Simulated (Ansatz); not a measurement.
# NaMnBr3, from a guessed structure to a relaxed one, part 2 of 2

This structure for NaMnBr3 is made up. Its elements were placed in a known structure type with a cell scaled to their sizes. What cell does the guess relax to, and how far off was it?

Ansatz 0.2.0; DFT, PBEsol, plane-wave PAW, files of the set soft_1, scalar-relativistic, ferromagnetic start, cell and ions relaxed at zero pressure; PAW set soft_1 (the session's first sound run).

So far: Starting point; Relaxation of the guess. The relaxed cell has a = 5.222 Å (conventional setting).

## Step 3: Bands of the relaxed cell

With the geometry fixed, one more self-consistent run, with a narrower smearing and the mesh shown in its input, gives the bands, and its pressure, and its forces where symmetry allows any, show how far the geometry depends on these settings.

This step: DFT, PBEsol, plane-wave PAW, files of the set soft_1, scalar-relativistic, ferromagnetic start, bands and density of states at the relaxed cell; PAW set soft_1 (Ansatz 0.2.0).

Contents of input.yaml:

```yaml
crystal:
  lattice:
    - [5.2217733137, 0.0, 0.0]
    - [0.0, 5.2217733137, 0.0]
    - [0.0, 0.0, 5.2217733137]
  atoms:
    - { symbol: Br, position: [0.0, 0.5, 0.5] }
    - { symbol: Br, position: [0.5, 0.5, 0.0] }
    - { symbol: Br, position: [0.5, 0.0, 0.5] }
    - { symbol: Mn, position: [0.5, 0.5, 0.5], spin: 4.4 }
    - { symbol: Na, position: [0.0, 0.0, 0.0] }
magnetization:
  spin_polarized: true
kpoints:
  mp_grid: { grid: [6, 6, 6] }
  band_path:
    path:
      - [[0.0, 0.0, 0.0], [0.0, 0.5, 0.0], [0.5, 0.5, 0.0], [0.0, 0.0, 0.0], [0.5, 0.5, 0.5], [0.0, 0.5, 0.0]]
      - [[0.5, 0.5, 0.0], [0.5, 0.5, 0.5]]
    npoints: 13
scf:
  occupations: { method: fermi_dirac, width: 0.03 }
  n_extra_bands: 12
hamiltonian:
  xc: pbesol
  pseudopotentials: { kind: paw, azcp: { folder: soft_1 }, xc_functional: pbe }
output:
  forces: true
  stress: true
  write_bands: true
  dos: { projected: true }
  write_density: true
  write_potential: true
  elf: true
  volumetric_format: npy
```

Started as:

```bash
$ ansatz run input.yaml --threads 4 --pin off --max-ram 8192MiB --backend cpu --events-out ev --progress --plain --runs-dir out
```

Numbers of over 12 decimals in the logs are rounded to 6 here.

The program printed:

```text
[...]
Crystal: 5 atoms, lattice volume = 142.382 Å³
Basis set: ecut = 420 eV, 2801 PW (Γ), exchange–correlation on 72×72×72 points (8 copies of the dense FFT grid, shifted against one another)
Bands: 35, of which v1, the nominal top of the filled ones, is band 23 counted from 1 (22 counted from 0)
Symmetry: 48 space group operations
[...]
k-points: 20 of 216
[...]
Starting moments: Σ|m| = 4.4 μB on 1 of 5 sites
[...]
SCF iter   1: F=—  HF=-13560.416425 eV  |F-HF|=—  |Δ(HF+E_count)|=         —  Δρ=5.50e-2 (↑5.48e-2 ↓5.50e-2)  dr2=1.83e1  dr2_m=4.42e-2  M=4.571 μB ∫|m|=4.574 μB  β_m=0.30  ethr=3.10e-3  ⟨swp⟩=6.5  Hψ=6171  notcnv=0  defer=8
[...]
spin=Collinear: Kerker preconditioning applied to the charge; magnetization (m = ρ↑ − ρ↓) channel mixes plain (no charge-response kernel on spin).
SCF iter   2: F=—  HF=-13559.315809 eV  |F-HF|=—  |Δ(HF+E_count)|=    1.10e0  Δρ=2.60e-2 (↑2.60e-2 ↓1.56e-2)  dr2=3.19e0  dr2_m=8.15e-2  M=4.845 μB ∫|m|=4.847 μB  β_m=0.37  ethr=3.10e-3  ⟨swp⟩=3.0  Hψ=3192  notcnv=0  defer=163
[...]
SCF iter  11: F=-13558.535129 eV  HF=-13558.535129 eV  |F-HF|=3.37e-9  |Δ(HF+E_count)|=   3.91e-9  Δρ=1.27e-6 (↑1.27e-6 ↓4.93e-7)  dr2=3.76e-9  dr2_m=2.56e-10  M=5.000 μB ∫|m|=5.001 μB  ethr=4.24e-11  ⟨swp⟩=12.1  Hψ=9637  notcnv=0
SCF 1 converged in 11 iterations: F = -13558.535129 eV  dr2 = 3.76e-9
[...]
NSCF: frozen V_eff on 80 k-points
SCF converged after 11 iterations
Magnetization: 5.0000 μB (25.0000 up, 20.0000 down)
Absolute magnetization: 5.0001 μB (∫|ρ↑−ρ↓|, with the PAW one-centre terms)
[...]
Per-site moments (μB) at R_I (Å): [(0.075479, 1.076991), (0.075479, 1.076991), (0.075479, 1.076991), (4.353465, 1.076991), (0.0033855, 1.523095)]
Free energy (F): -13558.535129 eV
[...]
Internal energy: -13558.535122 eV  (E = F + TS)
E sigma→0 (E₀):  -13558.535126 eV
Entropy (-TS):   -0.000007 eV (-0.001 meV/atom)
Fermi energy:    4.889156 eV
[...]
--- Stress (GPa, compression-positive) ---
        0.012548       0.000000       0.000000
        0.000000       0.012548       0.000000
       -0.000000       0.000000       0.012548
  P = ⅓ Tr σ = 0.0125 GPa (0.125 kbar)
--- Band table (eV; the first three rows and the last of 40) ---
  k-point 0 ↑: bands = [... 19 lower, 1.9180, 1.9180, 1.9180, 2.2376, 2.2376, 2.2376, 5.3826, 5.9854, ... 8 higher]
  k-point 1 ↑: bands = [... 19 lower, 1.8529, 2.0222, 2.0222, 2.2753, 2.2753, 2.3512, 5.9359, 6.3566, ... 8 higher]
  k-point 2 ↑: bands = [... 19 lower, 1.7295, 2.1077, 2.1077, 2.3716, 2.3716, 2.5028, 7.0149, 7.5076, ... 8 higher]
  k-point 19 ↓: bands = [... 19 lower, 2.8845, 6.0370, 6.0370, 6.0370, 6.7107, 7.6503, 7.6503, 9.2779, ... 8 higher]
```

Wall time 15 s (4 threads of Arm Neoverse N1, shared host); peak memory 0.63 GiB; 56 s of CPU time.

In the SCF lines HF is the Harris–Foulkes energy and dr2 the Hartree energy of the density residual, in eV; the loop may stop once dr2 is under the threshold and the program's other checks hold. Hψ counts applications of the Hamiltonian.

This step gave:

| Property | Result |
| --- | --- |
| Fermi energy | 4.889 eV |
| gap by band count | 0.5116 eV |
| site moments | 0.07548, 0.07548, 0.07548, 4.353, 0.003385 μB |
| pressure | 0.01255 GPa |

bands.tsv at the labelled points (eV, zero at the valence-band top; the bands that come nearest the gap along the path):

```
point  band_23_up  band_24_up  band_25_up  band_20_dn  band_21_dn  band_22_dn  band_23_dn  band_24_dn
    Γ       -2.39       -2.39        0.75        0.51        0.51        0.51        0.96        0.96
    X       -2.21       -2.07        3.37        0.54        0.96        1.22        1.22        1.28
    M       -1.85       -0.01        3.61        1.07        1.22        1.22        1.38        3.01
    Γ       -2.39       -2.39        0.75        0.51        0.51        0.51        0.96        0.96
    R        0.00        0.00        2.05        1.41        1.41        1.41        2.08        3.02
    X       -2.21       -2.07        3.37        0.54        0.96        1.22        1.22        1.28
    M       -1.85       -0.01        3.61        1.07        1.22        1.22        1.38        3.01
    R        0.00        0.00        2.05        1.41        1.41        1.41        2.08        3.02
```

Highest filled and lowest empty level along the path:

```
distance (1/Å)  highest filled (eV)  lowest empty (eV)
          0.00                -2.28               0.51
          0.19                -2.29               0.52
          0.37                -2.15               0.53
          0.56                -2.08               0.54
          0.74                -1.70               0.63
          0.93                -0.79               0.94
          1.11                -0.11               1.07
          1.33                -0.20               1.07
          1.60                -1.14               0.92
          1.86                -2.05               0.61
          2.13                -2.30               0.53
          2.45                -1.65               0.82
          2.78                -0.69               1.19
          3.10                 0.00               1.41
          3.36                -0.32               1.25
          3.62                -1.10               0.89
          3.88                -1.98               0.56
          4.04                -0.01               1.15
          4.22                -0.01               1.27
          4.41                 0.00               1.36
```

Spin density in the ac plane at fractional y = 0.500, with atoms of Br and Mn within 0.2 Å of it.

Ten even steps from '0' (0.0 e/Å³) to '9' (6.7 e/Å³), each cell a mean:
```
00000000000000
00000000000000
00000000000000
00000000000000
00000000000000
00000023100000
00000169300000
00000146200000
00000011000000
00000000000000
00000000000000
00000000000000
00000000000000
00000000000000
```
Columns run along a (5.2 Å), rows up along c (5.2 Å). Atoms in or near the plane, at fractional coordinates: Br at (0.00, 0.50), Br at (0.50, 0.00), Mn at (0.50, 0.50).

Valence density in the ac plane at fractional y = 0.500, with atoms of Br and Mn within 0.2 Å of it. It is the smooth field of the valence electrons, not physical close to the nuclei.

Ten steps, logarithmic in the rise over the least value, from '0' (0 e/Å³) to '9' (22 e/Å³), each cell a mean:
```
00012332331000
00001333321000
00001122210000
11000111110011
33211133211123
33311477521233
03322599731232
23322589731233
33211255411133
22100122110112
10000122110001
00001233320000
00002333331000
00012320331000
```
Columns run along a (5.2 Å), rows up along c (5.2 Å). Atoms in or near the plane, at fractional coordinates: Br at (0.00, 0.50), Br at (0.50, 0.00), Mn at (0.50, 0.50).

ELF in the ac plane at fractional y = 0.500, with atoms of Br and Mn within 0.2 Å of it. It is the smooth field of the valence electrons, not physical close to the nuclei.

Values, 14 rows by 14 columns, each cell a mean:
```
0.01 0.03 0.19 0.62 0.84 0.83 0.37 0.17 0.63 0.87 0.77 0.41 0.07 0.02
0.09 0.05 0.07 0.35 0.71 0.84 0.81 0.78 0.84 0.81 0.56 0.17 0.04 0.07
0.48 0.29 0.09 0.11 0.38 0.64 0.74 0.76 0.71 0.54 0.22 0.07 0.17 0.41
0.80 0.70 0.39 0.13 0.14 0.24 0.29 0.29 0.27 0.19 0.11 0.22 0.56 0.77
0.88 0.85 0.71 0.35 0.13 0.14 0.23 0.26 0.19 0.12 0.19 0.54 0.81 0.87
0.51 0.77 0.82 0.51 0.16 0.29 0.51 0.56 0.41 0.19 0.27 0.71 0.84 0.63
0.03 0.49 0.84 0.55 0.19 0.41 0.67 0.74 0.56 0.26 0.29 0.76 0.78 0.17
0.20 0.63 0.83 0.54 0.18 0.36 0.61 0.67 0.51 0.23 0.29 0.74 0.81 0.37
0.79 0.85 0.78 0.44 0.15 0.20 0.36 0.41 0.29 0.14 0.24 0.64 0.84 0.83
0.86 0.80 0.57 0.23 0.12 0.15 0.18 0.19 0.16 0.13 0.14 0.38 0.71 0.84
0.67 0.51 0.20 0.09 0.23 0.44 0.54 0.55 0.51 0.35 0.13 0.11 0.35 0.62
0.25 0.12 0.06 0.20 0.57 0.78 0.83 0.84 0.82 0.71 0.39 0.09 0.07 0.19
0.03 0.03 0.12 0.51 0.80 0.85 0.63 0.49 0.77 0.85 0.70 0.29 0.05 0.03
0.01 0.03 0.25 0.67 0.86 0.79 0.20 0.03 0.51 0.88 0.80 0.48 0.09 0.01
```
Columns run along a (5.2 Å), rows up along c (5.2 Å). Atoms in or near the plane, at fractional coordinates: Br at (0.00, 0.50), Br at (0.50, 0.00), Mn at (0.50, 0.50).

## Step 4: Results

```
space group, relaxed : Pm-3m
conventional cell    : a = 5.222, b = 5.222, c = 5.222 Å; α = 90.0°, β = 90.0°, γ = 90.0°
volume per atom      : 28.48 Å³ (guess 25.64)
total moment         : 5.00 μB in the cell of 5 atoms
```

NaMnBr3 relaxes to Pm-3m with a = 5.222, b = 5.222 and c = 5.222 Å. The guessed volume was 10 % too small. The space group Pm-3m was held in the relaxation, so the end point is a stationary structure within it and may be a saddle against distortions or other arrangements. The input starts from parallel moments, and no other start was typed. It has an indirect Kohn–Sham gap of 0.51 eV, which semilocal functionals understate. On the 6×6×6 mesh with the narrower smearing (relaxed on 5×5×5) the forces vanish, as symmetry may demand, and the largest stress component is 0.013 GPa, within the relaxation's thresholds of 0.015 eV/Å and 0.05 GPa. The cutoff wasn't tested. No dispersion term is used, so weakly bound directions may come out too long. Nothing here tests whether the compound is stable against decomposition.

[Logs are printed without paths, hosts, clocks, repeated set-up lines and the standing remarks that a program may print on its own settings, such as how far it seeks lower states.]

[Hosts, paths, dates, database ids (printed as entryN), source tags and the programs' standing remarks are cut or masked in the printed files.]
